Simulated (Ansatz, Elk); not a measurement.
# In2O (model structure): optical spectrum from first principles

Aim: the dielectric function of In2O (model structure), and the optical constants that follow from it. The cell was made here by substitution or stacking, whether or not such a phase is known. It was built so: All S replaced by O and Tl replaced by In in the P-3m1 structure of Tl2S. The cell is first relaxed with Ansatz.

Calculated with Elk 11.2.3 (patched build); DFT, PBEsol, all-electron APW+lo, Dirac cores, scalar-relativistic bands, independent-particle optical response without local fields.

**1. The starting structure**

Symmetry: P-3m1, No. 164, trigonal system. The conventional cell has a = 3.635 Å, b = 3.635 Å, c = 5.442 Å, α = 90.00°, β = 90.00°, γ = 120.00°. In has 3 O at 2.57 Å nearest. Nearest to O lie 6 In at 2.57 Å. All S replaced by O and Tl replaced by In in the P-3m1 structure of Tl2S. Farther neighbours and most contacts between anions are not listed.

**2. Relaxation**

The structure was built or cut out here, so it is relaxed before any spectrum is computed.

This step: DFT, PBEsol, plane-wave PAW, default files, scalar-relativistic, relaxation (Ansatz 0.2.0).

Contents of input.yaml:

```yaml
crystal:
  lattice:
    - [3.63474684, 0.0, 0.0]
    - [-1.81737342, 3.1477831, 0.0]
    - [0.0, 0.0, 5.44164979]
  atoms:
    - { symbol: In, position: [0.66666667, 0.33333333, 0.2742] }
    - { symbol: In, position: [0.33333333, 0.66666667, 0.7258] }
    - { symbol: O, position: [0.0, 0.0, 0.0] }
kpoints:
  mp_grid: { grid: [7, 7, 4] }
scf:
  occupations: { method: fermi_dirac, width: 0.05 }
hamiltonian:
  xc: pbesol
output:
  forces: true
  stress: true
relax:
  f_tol: 0.02
  max_steps: 50
  cell: {}
```

On the command line:

```
> ansatz run input.yaml --threads 2 --pin off --max-ram 5120MiB --backend cpu --events-out ev --progress --plain --runs-dir out
```

Numbers of over 12 decimals in the logs are rounded to 6 here.

The log of the run:

```text
Engine: ansatz 0.2.0, aarch64-unknown-linux-gnu
Pseudopotentials: kind: paw
Pseudopotential: In, paw, valence charge 13, recommended cutoff 420 eV (normal), In.paw.azcp
Pseudopotential: O, paw, valence charge 6, recommended cutoff 420 eV (normal), O.paw.azcp
Functional definition: PBEsol
  exchange = pbesol_x
  correlation = pbesol_c
Crystal: 3 atoms, lattice volume = 62.260 Å³
Basis set: ecut = 420 eV, 1183 PW (Γ), exchange–correlation on 50×50×80 points (8 copies of the dense FFT grid, shifted against one another)
Bands: 20, of which v1, the nominal top of the filled ones, is band 16 counted from 1 (15 counted from 0)
Symmetry: 12 space group operations
Space group: P-3m1 (ITA 164), of the structure as read, at distance tolerance 4.0e-5 Å
k-points: 28 of 196
Non-local potential: In, projectors of the file, l = 0: 2, l = 1: 2, l = 2: 2, l = 3: 2
Non-local potential: O, projectors of the file, l = 0: 2, l = 1: 2, l = 2: 1
PAW form: soft (Blöchl's): semilocal exchange-correlation on the pseudo side does not see the compensation charge
PAW frozen core: In, regenerated for the run's functional, and the local potential with it (the file was generated under x = pbe(κ = 0.804, μ = 0.219515), c = pbe(β = 0.066725))
PAW frozen core: O, regenerated for the run's functional, and the local potential with it (the file was generated under x = pbe(κ = 0.804, μ = 0.219515), c = pbe(β = 0.066725))
PAW one-centre angular grid: In, 590 points (default); XC on 64 Gauss nodes
PAW one-centre angular grid: O, 110 points (default); XC on 64 Gauss nodes
Initial density: superposition of atomic densities (neutral atoms: chi_scale 0, normalization atom), corrected by the library's trained network
Initial wavefunctions: pseudopotential atomic-orbital guess
Functional: x = pbesol(κ = 0.804, μ = 0.123457), c = pbesol(β = 0.046)
SCF iter   1: F=—  HF=-11610.776498 eV  |F-HF|=—  |Δ(HF+E_count)|=         —  Δρ=1.52e-2  dr2=1.46e-1  ethr=1.77e-3  ⟨swp⟩=6.2  Hψ=2685  notcnv=0
preconditioner: auto → Kerker (q_TF=auto, 2.442 Å⁻¹)  [metal: Δε(μ)=0.063 eV  Ē_g=14.492 eV  σ=0.050 eV  W_gap=0.31  n_scr=22 (ndim 8)  ℏωp=26.6 eV  f_vac=0.000  D(μ)=1.32/eV (n_scr^D=2)]
SCF iter   2: F=—  HF=-11610.753014 eV  |F-HF|=—  |Δ(HF+E_count)|=   2.35e-2  Δρ=6.07e-3  dr2=2.65e-2  ethr=4.55e-4  ⟨swp⟩=2.0  Hψ=865  notcnv=0
SCF iter   3: F=—  HF=-11610.748497 eV  |F-HF|=—  |Δ(HF+E_count)|=   4.52e-3  Δρ=9.37e-4  dr2=5.91e-4  ethr=8.29e-5  ⟨swp⟩=2.0  Hψ=740  notcnv=0
SCF iter   4: F=—  HF=-11610.748454 eV  |F-HF|=—  |Δ(HF+E_count)|=   4.29e-5  Δρ=2.65e-4  dr2=5.95e-5  ethr=1.85e-6  ⟨swp⟩=2.9  Hψ=1007  notcnv=0
SCF iter   5: F=—  HF=-11610.748444 eV  |F-HF|=—  |Δ(HF+E_count)|=   9.62e-6  Δρ=1.10e-4  dr2=1.87e-5  ethr=1.86e-7  ⟨swp⟩=2.6  Hψ=933  notcnv=0
SCF iter   6: F=—  HF=-11610.748442 eV  |F-HF|=—  |Δ(HF+E_count)|=   2.09e-6  Δρ=3.93e-5  dr2=1.63e-6  ethr=5.86e-8  ⟨swp⟩=2.4  Hψ=832  notcnv=0
SCF iter   7: F=-11610.748442 eV  HF=-11610.748442 eV  |F-HF|=1.88e-8  |Δ(HF+E_count)|=   3.64e-7  Δρ=7.68e-6  dr2=5.83e-8  ethr=3.13e-10  ⟨swp⟩=3.1  Hψ=2473  notcnv=0
SCF 1 converged in 7 iterations: F = -11610.748442 eV  dr2 = 5.83e-8
  greatest PAW one-centre occupation: 0.984 electrons in one spin orbital (limit 2), on the In atom at site 1 (counted from 0), in its partial waves of l = 2
relax step   1: F+E_penalty+E_count = -11610.74844154 eV  Δ(F+E_penalty+E_count) = +0.000e0 eV  max|allowed force component| = 8.682e-1 eV/Å  Δτ_max = 0.0000 Å  P = -6.188 GPa  Ω = 62.260 Å³  (7 SCF iters, dr2 threshold 1.00e-7 eV, accepted)
Crystal: 3 atoms, lattice volume = 57.270 Å³
Basis set: ecut = 420 eV, 1103 PW (Γ), exchange–correlation on 50×50×80 points (8 copies of the dense FFT grid, shifted against one another)
Initial density: handed on by an earlier stage of this run
Initial wavefunctions: those handed on with the density
iter 1 solved again at ethr=2.54e-4 eV; its pass at ethr=3.10e-3 eV (dr2=8.13e-2 eV) is discarded
SCF iter   1: F=—  HF=-11610.847343 eV  |F-HF|=—  |Δ(HF+E_count)|=         —  Δρ=1.40e-2  dr2=8.16e-2  ethr=2.54e-4  ⟨swp⟩=1.0  Hψ=3432  notcnv=0
preconditioner: auto → Kerker (q_TF=auto, 2.476 Å⁻¹)  [metal: Δε(μ)=0.015 eV  Ē_g=15.167 eV  σ=0.050 eV  W_gap=0.07  n_scr=22 (ndim 8)  ℏωp=27.8 eV  f_vac=0.000  D(μ)=0.65/eV (n_scr^D=2)]
SCF iter   2: F=—  HF=-11610.823391 eV  |F-HF|=—  |Δ(HF+E_count)|=   2.40e-2  Δρ=6.28e-3  dr2=1.66e-2  ethr=2.54e-4  ⟨swp⟩=3.0  Hψ=1072  notcnv=0
SCF iter   3: F=—  HF=-11610.817839 eV  |F-HF|=—  |Δ(HF+E_count)|=   5.55e-3  Δρ=1.13e-3  dr2=7.05e-4  ethr=5.20e-5  ⟨swp⟩=2.0  Hψ=1093  notcnv=0
SCF iter   4: F=—  HF=-11610.817759 eV  |F-HF|=—  |Δ(HF+E_count)|=   8.01e-5  Δρ=2.77e-4  dr2=4.41e-5  ethr=2.20e-6  ⟨swp⟩=2.2  Hψ=1014  notcnv=0
SCF iter   5: F=—  HF=-11610.817758 eV  |F-HF|=—  |Δ(HF+E_count)|=   6.37e-7  Δρ=5.52e-5  dr2=2.65e-6  ethr=1.38e-7  ⟨swp⟩=2.3  Hψ=1011  notcnv=0
SCF iter   6: F=—  HF=-11610.817758 eV  |F-HF|=—  |Δ(HF+E_count)|=   2.48e-7  Δρ=2.23e-5  dr2=6.03e-7  ethr=9.37e-10  ⟨swp⟩=5.0  Hψ=1938  notcnv=0
SCF iter   7: F=-11610.817758 eV  HF=-11610.817758 eV  |F-HF|=1.28e-8  |Δ(HF+E_count)|=   3.71e-9  Δρ=7.87e-6  dr2=6.02e-8  ethr=9.37e-10  ⟨swp⟩=4.4  Hψ=1701  notcnv=0
SCF 2 converged in 7 iterations: F = -11610.817758 eV  dr2 = 6.02e-8
relax step   2: F+E_penalty+E_count = -11610.81775827 eV  Δ(F+E_penalty+E_count) = -6.932e-2 eV  max|allowed force component| = 1.089e0 eV/Å  Δτ_max = 0.1949 Å  P = +3.387 GPa  Ω = 57.270 Å³  energy of the carried Pulay correction = +7.616e-3 eV  (7 SCF iters, dr2 threshold 3.00e-7 eV, accepted)
Crystal: 3 atoms, lattice volume = 55.389 Å³
Basis set: ecut = 420 eV, 1079 PW (Γ), exchange–correlation on 50×50×80 points (8 copies of the dense FFT grid, shifted against one another)
iter 1 solved again at ethr=9.61e-4 eV; its pass at ethr=3.10e-3 eV (dr2=3.07e-1 eV) is discarded
SCF iter   1: F=—  HF=-11611.001096 eV  |F-HF|=—  |Δ(HF+E_count)|=         —  Δρ=1.81e-2  dr2=3.10e-1  ethr=9.61e-4  ⟨swp⟩=1.0  Hψ=3471  notcnv=0
preconditioner: auto → Resta (q_TF=auto, 2.490 Å⁻¹)  ε∞=4.5  [insulator: Δε(μ)=0.145 eV  Ē_g=15.036 eV  σ=0.050 eV  W_gap=0.59  n_scr=22 (ndim 8)  ℏωp=28.2 eV  f_vac=0.000  D(μ)=0.89/eV (n_scr^D=2)  ε∞_Penn≈4.5]
SCF iter   2: F=—  HF=-11610.941890 eV  |F-HF|=—  |Δ(HF+E_count)|=   5.92e-2  Δρ=6.81e-3  dr2=4.35e-2  ethr=9.61e-4  ⟨swp⟩=2.9  Hψ=999  notcnv=0
SCF iter   3: F=—  HF=-11610.933828 eV  |F-HF|=—  |Δ(HF+E_count)|=   8.06e-3  Δρ=1.29e-3  dr2=8.16e-4  ethr=1.36e-4  ⟨swp⟩=2.9  Hψ=1113  notcnv=0
[...]
relax step   9: F+E_penalty+E_count = -11611.04608044 eV  Δ(F+E_penalty+E_count) = -3.020e-2 eV  max|allowed force component| = 8.091e-2 eV/Å  Δτ_max = 0.0287 Å  P = +0.170 GPa  Ω = 56.307 Å³  energy of the carried Pulay correction = +9.160e-3 eV  (7 SCF iters, dr2 threshold 3.00e-7 eV, accepted)
relax step  10: F+E_penalty+E_count = -11611.06526678 eV  Δ(F+E_penalty+E_count) = -1.919e-2 eV  max|allowed force component| = 1.061e-1 eV/Å  Δτ_max = 0.0312 Å  P = -0.276 GPa  Ω = 56.585 Å³  energy of the carried Pulay correction = +8.711e-3 eV  (7 SCF iters, dr2 threshold 3.00e-7 eV, accepted)
relax step  11: F+E_penalty+E_count = -11611.04670550 eV  Δ(F+E_penalty+E_count) = +1.856e-2 eV  max|allowed force component| = 2.757e-1 eV/Å  Δτ_max = 0.0490 Å  P = -0.380 GPa  Ω = 58.802 Å³  energy of the carried Pulay correction = +5.210e-3 eV  (6 SCF iters, dr2 threshold 3.00e-7 eV, rejected (line search))
relax step  12: F+E_penalty+E_count = -11611.06622169 eV  Δ(F+E_penalty+E_count) = -9.549e-4 eV  max|allowed force component| = 7.966e-3 eV/Å  Δτ_max = 0.0081 Å  P = +0.016 GPa  Ω = 56.722 Å³  energy of the carried Pulay correction = +8.492e-3 eV  (10 SCF iters, accepted)
relax step  13: F+E_penalty+E_count = -11611.08877166 eV  Δ(F+E_penalty+E_count) = -2.255e-2 eV  max|allowed force component| = 1.184e-2 eV/Å  Δτ_max = 0.0000 Å  P = +0.439 GPa  Ω = 56.722 Å³  stress off target by 1.42e0 GPa  SCF on the basis re-selected at this cell (its energy is not comparable with the rows above)  (8 SCF iters)
relax step  14: F+E_penalty+E_count = -11611.09509540 eV  Δ(F+E_penalty+E_count) = -6.324e-3 eV  max|allowed force component| = 2.183e-2 eV/Å  Δτ_max = 0.0197 Å  P = +0.559 GPa  Ω = 57.071 Å³  energy of the carried Pulay correction = -5.105e-4 eV  (7 SCF iters, dr2 threshold 3.00e-7 eV, accepted)
relax step  15: F+E_penalty+E_count = -11611.09490322 eV  Δ(F+E_penalty+E_count) = +1.922e-4 eV  max|allowed force component| = 3.284e-2 eV/Å  Δτ_max = 0.0082 Å  P = -0.210 GPa  Ω = 57.976 Å³  energy of the carried Pulay correction = -1.951e-3 eV  (6 SCF iters, dr2 threshold 3.00e-7 eV, accepted)
relax step  16: F+E_penalty+E_count = -11611.09519339 eV  Δ(F+E_penalty+E_count) = -2.902e-4 eV  max|allowed force component| = 1.593e-3 eV/Å  Δτ_max = 0.0026 Å  P = -0.000 GPa  Ω = 57.892 Å³  energy of the carried Pulay correction = -1.813e-3 eV  (6 SCF iters, dr2 threshold 1.34e-7 eV, accepted)
relax step  17: F+E_penalty+E_count = -11611.09778929 eV  Δ(F+E_penalty+E_count) = -2.596e-3 eV  max|allowed force component| = 6.672e-4 eV/Å  Δτ_max = 0.0000 Å  P = +0.060 GPa  Ω = 57.892 Å³  stress off target by 1.65e-1 GPa  SCF on the basis re-selected at this cell (its energy is not comparable with the rows above)  (6 SCF iters)
relax step  18: F+E_penalty+E_count = -11611.09768143 eV  Δ(F+E_penalty+E_count) = +1.079e-4 eV  max|allowed force component| = 6.064e-4 eV/Å  Δτ_max = 0.0033 Å  P = +0.011 GPa  Ω = 58.032 Å³  energy of the carried Pulay correction = -2.172e-4 eV  (6 SCF iters, dr2 threshold 6.83e-8 eV, accepted)
iter 1 solved again at ethr=7.90e-9 eV; its pass at ethr=3.10e-3 eV (dr2=2.53e-6 eV) is discarded
SCF iter   1: F=—  HF=-11611.097872 eV  |F-HF|=—  |Δ(HF+E_count)|=         —  Δρ=3.28e-5  dr2=3.26e-8  ethr=7.90e-9  ⟨swp⟩=4.0  Hψ=4344  notcnv=0
preconditioner: auto → Resta (q_TF=auto, 2.471 Å⁻¹)  ε∞=4.2  [insulator: Δε(μ)=0.110 eV  Ē_g=15.309 eV  σ=0.050 eV  W_gap=0.50  n_scr=22 (ndim 8)  ℏωp=27.6 eV  f_vac=0.000  D(μ)=0.91/eV (n_scr^D=2)  ε∞_Penn≈4.2]
SCF iter   2: F=—  HF=-11611.097853 eV  |F-HF|=—  |Δ(HF+E_count)|=   1.91e-5  Δρ=1.67e-5  dr2=8.18e-9  ethr=1.02e-10  ⟨swp⟩=2.0  Hψ=994  notcnv=0
SCF iter   3: F=—  HF=-11611.097853 eV  |F-HF|=—  |Δ(HF+E_count)|=   2.56e-7  Δρ=9.65e-7  dr2=1.26e-10  ethr=2.56e-11  ⟨swp⟩=2.0  Hψ=994  notcnv=0
iter 4 did not close the SCF: its close was put off for the readings that it lacked (scf_convergence_deferred on its scf_iter line)
SCF iter   4: F=-11611.097853 eV  HF=-11611.097853 eV  |F-HF|=1.09e-11  |Δ(HF+E_count)|=  6.51e-10  Δρ=1.95e-7  dr2=1.84e-11  ethr=1.00e-12  ⟨swp⟩=1.1  Hψ=562  notcnv=0
iter 5 did not close the SCF: its close was put off for the readings that it lacked (scf_convergence_deferred on its scf_iter line)
SCF iter   5: F=-11611.097853 eV  HF=-11611.097853 eV  |F-HF|=3.64e-12  |Δ(HF+E_count)|=  1.09e-11  Δρ=3.39e-8  dr2=4.06e-13  ethr=1.00e-12  ⟨swp⟩=1.0  Hψ=560  notcnv=0
iter 6 did not close the SCF: its close was put off for the readings that it lacked (scf_convergence_deferred on its scf_iter line)
SCF iter   6: F=-11611.097853 eV  HF=-11611.097853 eV  |F-HF|=3.64e-12  |Δ(HF+E_count)|=    0.00e0  Δρ=5.11e-9  dr2=1.10e-14  ethr=1.00e-12  ⟨swp⟩=1.0  Hψ=560  notcnv=0
iter 7 did not close the SCF: its close was put off for the readings that it lacked (scf_convergence_deferred on its scf_iter line)
SCF iter   7: F=-11611.097853 eV  HF=-11611.097853 eV  |F-HF|=1.82e-12  |Δ(HF+E_count)|=  3.64e-12  Δρ=1.65e-9  dr2=1.50e-15  ethr=1.00e-12  ⟨swp⟩=1.0  Hψ=560  notcnv=0
SCF iter   8: F=-11611.097853 eV  HF=-11611.097853 eV  |F-HF|=1.82e-12  |Δ(HF+E_count)|=  3.64e-12  Δρ=6.22e-10  dr2=1.36e-16  ethr=1.00e-12  ⟨swp⟩=2.5  Hψ=1498  notcnv=0
SCF 19 converged in 8 iterations: F = -11611.097853 eV  dr2 = 1.36e-16
relax step  19: F+E_penalty+E_count = -11611.09785323 eV  Δ(F+E_penalty+E_count) = -1.718e-4 eV  max|allowed force component| = 5.326e-4 eV/Å  Δτ_max = 0.0000 Å  P = +0.013 GPa  Ω = 58.032 Å³  stress off target by 3.62e-2 GPa  SCF on the basis re-selected at this cell (its energy is not comparable with the rows above)  (8 SCF iters)
basis re-selected at this cell: Δ(F+E_penalty+E_count) = -1.718e-4 eV, ΔP = +0.002 GPa vs the last step (what re-selecting the basis moved, of the pressure what is left beyond the Pulay correction that the steps carried, after the strain that the cell walked since its last selection, with what the two solves' SCF thresholds leave and, on support functions, any second-order correction that the steps lacked; it is no m [...]
SCF converged after 8 iterations
Free energy (F): -11611.097853 eV
Harris-Foulkes:  -11611.097853 eV  (|F-HF|=1.82e-12)
Internal energy: -11611.090535 eV  (E = F + TS)
E sigma→0 (E₀):  -11611.094194 eV
Entropy (-TS):   -0.007319 eV (-2.440 meV/atom)
Fermi energy:    9.859107 eV
--- Per-component energies (eV) ---
  E_band       = -44.365091
  E_kinetic    = 657.338696
  E_local      = -2666.846672  (includes V_loc(G=0)·N_el)
  E_nonlocal   = 784.832139
  E_hartree    = 1054.156337
  E_xc         = -500.785387
  E_vxc        = -294.148570  (∫ρ·V_xc dr)
  E_paw        = -8315.761216  (= ΣΔE_a)
  E_vpaw       = -633.855749  (= ΣTr[D̂ρ^β])
  E_aug_tail   = 0.002391  (compensation charges beyond the density's cutoff)
  E_ewald      = -2624.533915
  E_core_change = 0.507093  (= ΣΔE_core)
  E_smearing   = -0.007319  (= −TS)
  E_closure    = -0.000000  (closes the sum)
  Σ components = -11611.097853   (vs F -11611.097853, Δ=0.00e0)
--- Forces (eV/Å), atoms counted from 1 ---
  atom   1  In     0.00000000    -0.00000000     0.00053259
  atom   2  In    -0.00000000     0.00000000    -0.00053259
  atom   3  O      0.00000000     0.00000000     0.00000000
  max |Σ_I F_I| component: 1.85e-17 eV/Å
--- Stress (GPa, compression-positive) ---
        0.000795      -0.000000       0.000000
       -0.000000       0.000795       0.000000
        0.000000       0.000000       0.036166
  P = ⅓ Tr σ = 0.0126 GPa (0.126 kbar)
--- Relaxed structure (16 steps of the walk, 15 accepted, 3 SCFs on fresh bases) ---
  F+E_penalty+E_count = -11611.09785323 eV   max|allowed force component| = 5.326e-4 eV/Å   (the final SCF, on the basis selected at the relaxed cell)
  cell:  # Å, volume = 58.0325 Å³
    - [3.218472, 0, 0]
    - [-1.609236, 2.787279, 0]
    - [0, 0, 6.469057]
  atoms:
    - { symbol: In, position: [0.666667, 0.333333, 0.239318] }
    - { symbol: In, position: [0.333333, 0.666667, 0.760682] }
    - { symbol: O, position: [0, 0, 0] }
```

Elapsed: 16 s, on 2 threads of Arm Neoverse V2, shared host; peak memory 0.34 GiB.

Relaxation path:

```csv
step,energy less that of the first step (eV),largest force component (eV/Å),pressure (GPa),volume (Å³)
1,0.0000,0.8682,-6.19,62.26
2,-0.0693,1.0893,3.39,57.27
3,-0.1853,0.1763,0.26,55.39
4,-0.1883,0.0331,-0.23,56.49
5,-0.1894,0.0066,-0.03,56.21
6,-0.1898,0.0033,0.05,56.13
7,-0.2149,0.1814,1.07,55.24
8,-0.2674,0.0478,1.09,55.65
9,-0.2976,0.0809,0.17,56.31
10,-0.3168,0.1061,-0.28,56.59
11,-0.2983,0.2757,-0.38,58.80
12,-0.3178,0.0080,0.02,56.72
13*,-0.3403,0.0118,0.44,56.72
14,-0.3467,0.0218,0.56,57.07
15,-0.3465,0.0328,-0.21,57.98
16,-0.3468,0.0016,0.00,57.89
17*,-0.3493,0.0007,0.06,57.89
18,-0.3492,0.0006,0.01,58.03
19*,-0.3494,0.0005,0.01,58.03
```

Relaxation steps marked * repeat the geometry before them on a plane-wave basis chosen anew for their cell, so energy and pressure can jump there. Relaxation step 11 was tried and not accepted.

The run keeps the 12 symmetry operations that it works with, so distortions that break them were not tested.

```csv
cell as run,before,after,change
a (Å),3.635,3.218,-11.5 %
b (Å),3.635,3.218,-11.5 %
c (Å),5.442,6.469,+18.9 %
volume (Å³/atom),20.75,19.34,-6.8 %
```

The atoms that moved most (Å, as changes of fractional coordinates times the final cell):

```csv
atom,dx,dy,dz,length
In1,0.000,0.000,-0.226,0.226
In2,0.000,0.000,0.226,0.226
```

The relaxed structure:

```xyz
3
Lattice="3.2185 0.0000 0.0000 -1.6092 2.7873 0.0000 0.0000 0.0000 6.4691" Properties=species:S:1:pos:R:3 pbc="T T T"
In    1.6092    0.9291    1.5482
In    0.0000    1.8582    4.9209
O     0.0000    0.0000    0.0000
```

The relaxation ends with a largest force component of 5.3e-4 eV/Å and a pressure of 0.01 GPa.

(Part 1 of 2 ends here.)

[Machine, clock and banner lines and Python warnings are left out of the logs.]

[Logs are printed without paths, hosts, clocks, repeated set-up lines and the standing remarks that a program may print on its own settings, such as how far it seeks lower states.]

[Hosts, paths, dates, database ids (printed as entryN), source tags and the programs' standing remarks are cut or masked in the printed files.]
